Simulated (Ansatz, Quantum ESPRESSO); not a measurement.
# Evanescent states of ZnS, zinc blende type, lattice constant set to 5.45 Å, part 2 of 3

How good a tunnel barrier is ZnS, zinc blende type, lattice constant set to 5.45 Å?

Quantum ESPRESSO 7.5; plane-wave DFT, PBE, GBRV ultrasoft pseudopotentials; cross-check by Ansatz 0.2.0 with PAW datasets.

So far. Step 2 (Ground state): The run needed 9 iterations to bring the estimated error under 1e-09 Ry.

### Step 3. Complex bands with pwcond.x

Level of this step: complex band structure by pwcond; plane-wave DFT, PBE, GBRV ultrasoft pseudopotentials (Quantum ESPRESSO).

ikind = 0 solves one period of the crystal for all kz, real and complex, at each energy and k across. ewind and epsproj trim the two-dimensional plane-wave basis; nz1 sets the subslabs.

Input file cbs.in:

```
&inputcond
  outdir = './out'
  prefixl = 'scf'
  band_file = 'cbs'
  ikind = 0
  ewind = 4.0
  epsproj = 1e-05
  nz1 = 7
  energy0 = 4.48
  denergy = -0.16
/
4
  0.00000000 0.00000000 1.00000000
  0.50000000 0.00000000 1.00000000
  0.50000000 0.50000000 1.00000000
  0.25000000 0.00000000 1.00000000
41
```

On the command line:

```
$ OMP_NUM_THREADS=1 mpirun -n 2 pwcond.x -in cbs.in > cbs.out
```

Log:

```text
[banner, memory and clock lines left out]
Program PWCOND v.7.5 starts

          URL

     ./out/scf.save/

     IMPORTANT: XC functional enforced from input :
     Exchange-correlation= PBE
                           (   1   4   3   4   0   0   0)
     Any further DFT definition will be discarded
     Please, verify this is what you really want

     Reading collected, re-writing distributed wavefunctions

===== INPUT FILE containing the left lead =====

     GEOMETRY:

     lattice parameter (alat)  =       7.2825  a.u.
     the volume                =     546.2056 (a.u.)^3
     the cross section         =      53.0348 (a.u.)^2
     l of the unit cell        =       1.4142 (alat)
     number of atoms/cell      =            4
     number of atomic types    =            2

     crystal axes: (cart. coord. in units of alat)
               a(1) = (  1.0000  0.0000  0.0000 )
               a(2) = (  0.0000  1.0000  0.0000 )
               a(3) = (  0.0000  0.0000  1.4142 )

   Cartesian axes

     site n.     atom                  positions (alat units)
          1        Zn     tau(  1)=(  0.0000  0.0000  1.4142  )
          2        S      tau(  2)=(  0.5000  0.0000  0.3536  )
          3        Zn     tau(  3)=(  0.5000  0.5000  0.7071  )
          4        S      tau(  4)=(  0.0000  0.5000  1.0607  )

     nr1s                      =           30
     nr2s                      =           30
     nr3s                      =           45
     nr1sx                     =           30
     nr2sx                     =           30
     nr3sx                     =           45
     nr1                       =           36
     nr2                       =           36
     nr3                       =           48
     nr1x                      =           36
     nr2x                      =           36
     nr3x                      =           48

 _______________________________
  Radii of nonlocal spheres:

     type       ibeta     ang. mom.          radius (alat units)
       Zn         1         0                    0.2499
       Zn         2         0                    0.2499
       Zn         3         1                    0.2499
       Zn         4         1                    0.2499
       Zn         5         2                    0.2499
       Zn         6         2                    0.2499
       S          1         0                    0.2071
       S          2         0                    0.2071
       S          3         1                    0.2071
       S          4         1                    0.2071
       S          5         2                    0.2071
       S          6         2                    0.2071
----- General information -----

----- Complex band structure calculation -----

     nrx                       =           30
     nry                       =           30
     nz1                       =            7

     energy0               =         4.5E+00
     denergy               =        -1.6E-01
     nenergy               =         41
     ecut2d                =         4.0E+01
     ewind                 =         4.0E+00
     epsproj               =         1.0E-05

     number of k_|| points=    4
                       cryst. coord.
        k(    1) = (   0.0000000   0.0000000), wk =   0.2500000
        k(    2) = (   0.5000000   0.0000000), wk =   0.2500000
        k(    3) = (   0.5000000   0.5000000), wk =   0.2500000
        k(    4) = (   0.2500000   0.0000000), wk =   0.2500000
----- Information about left lead -----

     nocros                   =           18
     noins                    =           54
     norb                     =           90
     norbf                    =           90
     nrz                      =           45

      iorb      type   ibeta   ang. mom.   m       position (alat)
        1        1       1        0        1   taunew(   1)=(  0.0000  0.0000  0.0000)
        2        1       2        0        1   taunew(   2)=(  0.0000  0.0000  0.0000)
        3        1       3        1        1   taunew(   3)=(  0.0000  0.0000  0.0000)
        4        1       3        1        2   taunew(   4)=(  0.0000  0.0000  0.0000)
        5        1       3        1        3   taunew(   5)=(  0.0000  0.0000  0.0000)
        6        1       4        1        1   taunew(   6)=(  0.0000  0.0000  0.0000)
        7        1       4        1        2   taunew(   7)=(  0.0000  0.0000  0.0000)
        8        1       4        1        3   taunew(   8)=(  0.0000  0.0000  0.0000)
        9        1       5        2        1   taunew(   9)=(  0.0000  0.0000  0.0000)
       10        1       5        2        2   taunew(  10)=(  0.0000  0.0000  0.0000)
       11        1       5        2        3   taunew(  11)=(  0.0000  0.0000  0.0000)
       12        1       5        2        4   taunew(  12)=(  0.0000  0.0000  0.0000)
       13        1       5        2        5   taunew(  13)=(  0.0000  0.0000  0.0000)
       14        1       6        2        1   taunew(  14)=(  0.0000  0.0000  0.0000)
       15        1       6        2        2   taunew(  15)=(  0.0000  0.0000  0.0000)
       16        1       6        2        3   taunew(  16)=(  0.0000  0.0000  0.0000)
       17        1       6        2        4   taunew(  17)=(  0.0000  0.0000  0.0000)
       18        1       6        2        5   taunew(  18)=(  0.0000  0.0000  0.0000)
       19        2       1        0        1   taunew(  19)=(  0.5000  0.0000  0.3536)
       20        2       2        0        1   taunew(  20)=(  0.5000  0.0000  0.3536)
       21        2       3        1        1   taunew(  21)=(  0.5000  0.0000  0.3536)
       22        2       3        1        2   taunew(  22)=(  0.5000  0.0000  0.3536)
       23        2       3        1        3   taunew(  23)=(  0.5000  0.0000  0.3536)
       24        2       4        1        1   taunew(  24)=(  0.5000  0.0000  0.3536)
       25        2       4        1        2   taunew(  25)=(  0.5000  0.0000  0.3536)
       26        2       4        1        3   taunew(  26)=(  0.5000  0.0000  0.3536)
       27        2       5        2        1   taunew(  27)=(  0.5000  0.0000  0.3536)
       28        2       5        2        2   taunew(  28)=(  0.5000  0.0000  0.3536)
       29        2       5        2        3   taunew(  29)=(  0.5000  0.0000  0.3536)
       30        2       5        2        4   taunew(  30)=(  0.5000  0.0000  0.3536)
       31        2       5        2        5   taunew(  31)=(  0.5000  0.0000  0.3536)
       32        2       6        2        1   taunew(  32)=(  0.5000  0.0000  0.3536)
       33        2       6        2        2   taunew(  33)=(  0.5000  0.0000  0.3536)
       34        2       6        2        3   taunew(  34)=(  0.5000  0.0000  0.3536)
       35        2       6        2        4   taunew(  35)=(  0.5000  0.0000  0.3536)
       36        2       6        2        5   taunew(  36)=(  0.5000  0.0000  0.3536)
       37        1       1        0        1   taunew(  37)=(  0.5000  0.5000  0.7071)
       38        1       2        0        1   taunew(  38)=(  0.5000  0.5000  0.7071)
       39        1       3        1        1   taunew(  39)=(  0.5000  0.5000  0.7071)
       40        1       3        1        2   taunew(  40)=(  0.5000  0.5000  0.7071)
       41        1       3        1        3   taunew(  41)=(  0.5000  0.5000  0.7071)
       42        1       4        1        1   taunew(  42)=(  0.5000  0.5000  0.7071)
       43        1       4        1        2   taunew(  43)=(  0.5000  0.5000  0.7071)
       44        1       4        1        3   taunew(  44)=(  0.5000  0.5000  0.7071)
       45        1       5        2        1   taunew(  45)=(  0.5000  0.5000  0.7071)
       46        1       5        2        2   taunew(  46)=(  0.5000  0.5000  0.7071)
       47        1       5        2        3   taunew(  47)=(  0.5000  0.5000  0.7071)
       48        1       5        2        4   taunew(  48)=(  0.5000  0.5000  0.7071)
       49        1       5        2        5   taunew(  49)=(  0.5000  0.5000  0.7071)
       50        1       6        2        1   taunew(  50)=(  0.5000  0.5000  0.7071)
       51        1       6        2        2   taunew(  51)=(  0.5000  0.5000  0.7071)
       52        1       6        2        3   taunew(  52)=(  0.5000  0.5000  0.7071)
       53        1       6        2        4   taunew(  53)=(  0.5000  0.5000  0.7071)
       54        1       6        2        5   taunew(  54)=(  0.5000  0.5000  0.7071)
       55        2       1        0        1   taunew(  55)=(  0.0000  0.5000  1.0607)
       56        2       2        0        1   taunew(  56)=(  0.0000  0.5000  1.0607)
       57        2       3        1        1   taunew(  57)=(  0.0000  0.5000  1.0607)
       58        2       3        1        2   taunew(  58)=(  0.0000  0.5000  1.0607)
       59        2       3        1        3   taunew(  59)=(  0.0000  0.5000  1.0607)
       60        2       4        1        1   taunew(  60)=(  0.0000  0.5000  1.0607)
       61        2       4        1        2   taunew(  61)=(  0.0000  0.5000  1.0607)
       62        2       4        1        3   taunew(  62)=(  0.0000  0.5000  1.0607)
       63        2       5        2        1   taunew(  63)=(  0.0000  0.5000  1.0607)
       64        2       5        2        2   taunew(  64)=(  0.0000  0.5000  1.0607)
       65        2       5        2        3   taunew(  65)=(  0.0000  0.5000  1.0607)
       66        2       5        2        4   taunew(  66)=(  0.0000  0.5000  1.0607)
       67        2       5        2        5   taunew(  67)=(  0.0000  0.5000  1.0607)
       68        2       6        2        1   taunew(  68)=(  0.0000  0.5000  1.0607)
       69        2       6        2        2   taunew(  69)=(  0.0000  0.5000  1.0607)
       70        2       6        2        3   taunew(  70)=(  0.0000  0.5000  1.0607)
       71        2       6        2        4   taunew(  71)=(  0.0000  0.5000  1.0607)
       72        2       6        2        5   taunew(  72)=(  0.0000  0.5000  1.0607)
       73        1       1        0        1   taunew(  73)=(  0.0000  0.0000  1.4142)
       74        1       2        0        1   taunew(  74)=(  0.0000  0.0000  1.4142)
       75        1       3        1        1   taunew(  75)=(  0.0000  0.0000  1.4142)
       76        1       3        1        2   taunew(  76)=(  0.0000  0.0000  1.4142)
       77        1       3        1        3   taunew(  77)=(  0.0000  0.0000  1.4142)
       78        1       4        1        1   taunew(  78)=(  0.0000  0.0000  1.4142)
       79        1       4        1        2   taunew(  79)=(  0.0000  0.0000  1.4142)
       80        1       4        1        3   taunew(  80)=(  0.0000  0.0000  1.4142)
       81        1       5        2        1   taunew(  81)=(  0.0000  0.0000  1.4142)
       82        1       5        2        2   taunew(  82)=(  0.0000  0.0000  1.4142)
       83        1       5        2        3   taunew(  83)=(  0.0000  0.0000  1.4142)
       84        1       5        2        4   taunew(  84)=(  0.0000  0.0000  1.4142)
       85        1       5        2        5   taunew(  85)=(  0.0000  0.0000  1.4142)
       86        1       6        2        1   taunew(  86)=(  0.0000  0.0000  1.4142)
       87        1       6        2        2   taunew(  87)=(  0.0000  0.0000  1.4142)
       88        1       6        2        3   taunew(  88)=(  0.0000  0.0000  1.4142)
       89        1       6        2        4   taunew(  89)=(  0.0000  0.0000  1.4142)
       90        1       6        2        5   taunew(  90)=(  0.0000  0.0000  1.4142)
 ngper, shell number =          177          27
 ngper, n2d =          177         136
---  E-Ef =    4.4800000  k =    0.0000000   0.0000000
---  ie =          1  ik =          1
 Nchannels of the left tip =            1
 Right moving states:
   k1(2pi/a)   k2(2pi/a)   E-Ef (eV)
   0.3699224   0.0000000   4.4800000
 Left moving states:
   k1(2pi/a)   k2(2pi/a)   E-Ef (eV)
  -0.3699224  -0.0000000   4.4800000

---  E-Ef =    4.3200000  k =    0.0000000   0.0000000
---  ie =          2  ik =          1
 Nchannels of the left tip =            3
 Right moving states:
   k1(2pi/a)   k2(2pi/a)   E-Ef (eV)
   0.2572746  -0.0000000   4.3200000
   0.4383336   0.0000000   4.3200000
   0.4631187   0.0000000   4.3200000
 Left moving states:
   k1(2pi/a)   k2(2pi/a)   E-Ef (eV)
  -0.2572746  -0.0000000   4.3200000
  -0.4383336  -0.0000000   4.3200000
  -0.4631187  -0.0000000   4.3200000
[... further energies and points left out ...]
---  E-Ef =   -1.7600000  k =    0.2500000   0.0000000
---  ie =         40  ik =          4
 Nchannels of the left tip =            1
 Right moving states:
   k1(2pi/a)   k2(2pi/a)   E-Ef (eV)
   0.3633019  -0.0000000  -1.7600000
 Left moving states:
   k1(2pi/a)   k2(2pi/a)   E-Ef (eV)
  -0.3633019   0.0000000  -1.7600000

---  E-Ef =   -1.9200000  k =    0.2500000   0.0000000
---  ie =         41  ik =          4
 Nchannels of the left tip =            1
 Right moving states:
   k1(2pi/a)   k2(2pi/a)   E-Ef (eV)
   0.3313347  -0.0000000  -1.9200000
 Left moving states:
   k1(2pi/a)   k2(2pi/a)   E-Ef (eV)
  -0.3313347   0.0000000  -1.9200000

Note: The following floating-point exceptions are signalling: IEEE_UNDERFLOW_FLAG
Note: The following floating-point exceptions are signalling: IEEE_UNDERFLOW_FLAG
```

Elapsed: 3.2 min, on 2 MPI ranks of Arm Neoverse V2, shared host; peak memory 0.15 GiB.

Numbers from this step:

```
peak of the smallest κ at the zone centre : 0.15 Å⁻¹
energy of the peak at the zone centre     : 0.96 eV
peak of the smallest κ at (1/2, 0)        : 0.296 Å⁻¹
peak of the smallest κ at (1/4, 0)        : 0.303 Å⁻¹
```

K across = (0, 0) in the cell's reciprocal vectors; values within 0.0025 1/Å of each other count once, columns are sorted by size at each energy, a dash where no further value was kept. Table of Im kz of the slowest decaying states by energy, zero at the highest filled level of the SCF mesh:

| energy (eV) | decay 1 (Å⁻¹) | decay 2 (Å⁻¹) | decay 3 (Å⁻¹) |
| --- | --- | --- | --- |
| -1.92 | 1.25 | 1.59 | 1.82 |
| -1.76 | 1.25 | 1.58 | 1.74 |
| -1.44 | 1.23 | 1.57 | 1.67 |
| -1.28 | 1.21 | 1.56 | 1.66 |
| -0.96 | 1.17 | 1.55 | 1.67 |
| -0.80 | 1.14 | 1.54 | 1.68 |
| -0.64 | 1.12 | 1.53 | 1.70 |
| -0.32 | 1.07 | 1.52 | 1.75 |
| -0.16 | 1.04 | 1.51 | 1.77 |
| 0.00 | 0.003 | 0.008 | 0.996 |
| 0.32 | 0.112 | 0.235 | 0.912 |
| 0.48 | 0.13 | 0.281 | 0.879 |
| 0.80 | 0.147 | 0.347 | 0.82 |
| 0.96 | 0.15 | 0.371 | 0.792 |
| 1.12 | 0.148 | 0.392 | 0.764 |
| 1.44 | 0.133 | 0.425 | 0.709 |
| 1.60 | 0.118 | 0.437 | 0.681 |
| 1.76 | 0.095 | 0.448 | 0.652 |
| 2.08 | 0.464 | 0.591 | 0.733 |
| 2.24 | 0.47 | 0.558 | 0.701 |
| 2.56 | 0.478 | 0.484 | 0.634 |
| 2.72 | 0.442 | 0.48 | 0.599 |
| 2.88 | 0.394 | 0.481 | 0.562 |
| 3.20 | 0.268 | 0.479 | 0.482 |
| 3.36 | 0.169 | 0.437 | 0.476 |
| 3.52 | 0.387 | 0.472 | 1.29 |
| 3.84 | 0.256 | 0.461 | 1.26 |
| 4.00 | 0.142 | 0.454 | 1.25 |
| 4.32 | 0.436 | 1.23 | 1.82 |
| 4.48 | 0.012 | 0.426 | 1.22 |

K across = (0, 0) in the cell's reciprocal vectors. Re kz of states that move upwards against energy, zero at the highest filled level of the SCF mesh:

| energy (eV) | channel 1 (Å⁻¹) | channel 2 (Å⁻¹) | channel 3 (Å⁻¹) |
| --- | --- | --- | --- |
| -1.92 | -0.453 | 0.256 | 0.257 |
| -1.76 | -0.422 | 0.344 | 0.344 |
| -1.44 | -0.360 | 0.481 | 0.482 |
| -1.28 | -0.330 | 0.542 | 0.542 |
| -0.96 | -0.497 | -0.497 | -0.268 |
| -0.80 | -0.441 | -0.441 | -0.236 |
| -0.64 | -0.384 | -0.384 | -0.204 |
| -0.32 | -0.258 | -0.258 | -0.134 |
| -0.16 | -0.178 | -0.178 | -0.0905 |
| 0.00 | -0.00438 | - | - |
| 0.32 | - | - | - |
| 0.48 | - | - | - |
| 0.80 | - | - | - |
| 0.96 | - | - | - |
| 1.12 | - | - | - |
| 1.44 | - | - | - |
| 1.60 | - | - | - |
| 1.76 | - | - | - |
| 2.08 | 0.0625 | - | - |
| 2.24 | 0.110 | - | - |
| 2.56 | 0.178 | - | - |
| 2.72 | 0.208 | - | - |
| 2.88 | 0.237 | - | - |
| 3.20 | 0.293 | - | - |
| 3.36 | 0.322 | - | - |
| 3.52 | 0.126 | 0.351 | - |
| 3.84 | 0.329 | 0.412 | - |
| 4.00 | 0.395 | 0.446 | - |
| 4.32 | 0.297 | 0.505 | 0.534 |
| 4.48 | 0.426 | - | - |

K across = (1/2, 0) in the cell's reciprocal vectors; values within 0.0025 1/Å of each other count once, columns are sorted by size at each energy, a dash where no further value was kept. Im kz of the slowest decaying states against energy, zero at the highest filled level of the SCF mesh:

| energy (eV) | decay 1 (Å⁻¹) | decay 2 (Å⁻¹) | decay 3 (Å⁻¹) |
| --- | --- | --- | --- |
| -1.92 | 0.98 | 1.68 | 2.17 |
| -1.60 | 0.883 | 1.71 | 2.20 |
| -1.28 | 0.751 | 1.63 | 1.80 |
| -0.96 | 0.471 | 1.46 | 1.92 |
| -0.64 | 0.129 | 0.562 | 1.38 |
| -0.32 | 0.2 | 0.705 | 1.30 |
| -0.16 | 0.223 | 0.74 | 1.27 |
| 0.00 | 0.242 | 0.764 | 1.25 |
| 0.16 | 0.257 | 0.782 | 1.22 |
| 0.48 | 0.278 | 0.804 | 1.17 |
| 0.80 | 0.291 | 0.815 | 1.12 |
| 1.12 | 0.296 | 0.819 | 1.07 |
| 1.44 | 0.294 | 0.817 | 1.02 |
| 1.76 | 0.285 | 0.81 | 0.98 |
| 2.08 | 0.268 | 0.8 | 0.936 |
| 2.40 | 0.241 | 0.787 | 0.891 |
| 2.72 | 0.201 | 0.77 | 0.846 |
| 2.88 | 0.172 | 0.761 | 0.824 |
| 3.20 | 0.067 | 0.741 | 0.778 |
| 3.52 | 0.718 | 0.73 | 1.73 |
| 3.84 | 0.681 | 0.692 | 1.71 |
| 4.16 | 0.628 | 0.663 | 1.68 |
| 4.48 | 0.571 | 0.631 | 1.65 |

K across = (1/2, 1/2) in the cell's reciprocal vectors; values within 0.0025 1/Å of each other count once, columns are sorted by size at each energy, a dash where no further value was kept. The Im kz of the slowest decaying states by energy, zero at the highest filled level of the SCF mesh:

| energy (eV) | decay 1 (Å⁻¹) | decay 2 (Å⁻¹) | decay 3 (Å⁻¹) |
| --- | --- | --- | --- |
| -1.92 | 0.212 | 0.216 | 1.74 |
| -1.76 | 0.266 | 0.272 | 1.74 |
| -1.60 | 0.304 | 0.311 | 1.74 |
| -1.44 | 0.331 | 0.341 | 1.74 |
| -1.28 | 0.353 | 0.364 | 1.74 |
| -1.12 | 0.369 | 0.382 | 1.74 |
| -0.96 | 0.382 | 0.397 | 1.73 |
| -0.64 | 0.4 | 0.418 | 1.73 |
| -0.48 | 0.406 | 0.426 | 1.73 |
| -0.32 | 0.41 | 0.432 | 1.72 |
| -0.16 | 0.412 | 0.436 | 1.72 |
| 0.00 | 0.414 | 0.44 | 1.72 |
| 0.16 | 0.413 | 0.441 | 1.71 |
| 0.32 | 0.412 | 0.442 | 1.71 |
| 0.48 | 0.409 | 0.442 | 1.71 |
| 0.64 | 0.405 | 0.441 | 1.70 |
| 0.80 | 0.4 | 0.438 | 1.70 |
| 0.96 | 0.394 | 0.435 | 1.69 |
| 1.12 | 0.387 | 0.431 | 1.69 |
| 1.44 | 0.37 | 0.419 | 1.68 |
| 1.60 | 0.36 | 0.412 | 1.67 |
| 1.76 | 0.348 | 0.404 | 1.67 |
| 1.92 | 0.336 | 0.395 | 1.66 |
| 2.08 | 0.321 | 0.386 | 1.66 |
| 2.24 | 0.306 | 0.374 | 1.65 |
| 2.40 | 0.288 | 0.362 | 1.65 |
| 2.56 | 0.268 | 0.348 | 1.64 |
| 2.72 | 0.246 | 0.333 | 1.63 |
| 2.88 | 0.22 | 0.317 | 1.62 |
| 3.04 | 0.189 | 0.298 | 1.62 |
| 3.20 | 0.15 | 0.277 | 1.61 |
| 3.52 | 0.225 | 1.60 | 1.76 |
| 3.68 | 0.191 | 1.59 | 1.75 |
| 3.84 | 0.148 | 1.58 | 1.74 |
| 4.00 | 0.082 | 1.57 | 1.73 |
| 4.16 | 1.57 | 1.72 | 1.81 |
| 4.32 | 1.56 | 1.70 | 1.78 |
| 4.48 | 1.55 | 1.69 | 1.76 |

K across = (1/4, 0) in the cell's reciprocal vectors; values within 0.0025 1/Å of each other count once, columns are sorted by size at each energy, a dash where no further value was kept. Im kz of the slowest decaying states against energy, zero at the highest filled level of the SCF mesh:

| energy (eV) | decay 1 (Å⁻¹) | decay 2 (Å⁻¹) | decay 3 (Å⁻¹) |
| --- | --- | --- | --- |
| -1.92 | 0.046 | 0.266 | 1.44 |
| -1.60 | 0.121 | 1.46 | 1.48 |
| -1.28 | 0.131 | 1.45 | 1.47 |
| -0.96 | 0.093 | 1.28 | 1.42 |
| -0.64 | 1.18 | 1.39 | 1.51 |
| -0.32 | 0.115 | 1.11 | 1.35 |
| -0.16 | 0.102 | 0.166 | 1.08 |
| 0.00 | 0.2 | 0.236 | 1.05 |
| 0.16 | 0.226 | 0.311 | 1.02 |
| 0.48 | 0.262 | 0.412 | 0.963 |
| 0.80 | 0.285 | 0.482 | 0.911 |
| 1.12 | 0.298 | 0.535 | 0.86 |
| 1.44 | 0.303 | 0.578 | 0.809 |
| 1.76 | 0.3 | 0.613 | 0.758 |
| 2.08 | 0.29 | 0.644 | 0.706 |
| 2.40 | 0.271 | 0.652 | 0.672 |
| 2.72 | 0.239 | 0.594 | 0.7 |
| 2.88 | 0.217 | 0.562 | 0.716 |
| 3.20 | 0.144 | 0.494 | 0.77 |
| 3.52 | 0.413 | 0.785 | 1.00 |
| 3.84 | 0.156 | 0.302 | 0.762 |
| 4.16 | 0.202 | 0.737 | 0.885 |
| 4.48 | 0.129 | 0.219 | 0.708 |

(Continued in part 3 of 3.)

[Logs are printed without paths, hosts, clocks, repeated set-up lines and the standing remarks that a program may print on its own settings, such as how far it seeks lower states.]

[Hosts, paths, dates, database ids (printed as entryN), source tags and the programs' standing remarks are cut or masked in the printed files.]

[Maps of the electrostatic potential energy from Ansatz leave out the sawtooth potential of an applied field or a dipole correction, so their vacuum need not be flat; planar profiles and work functions include it.]
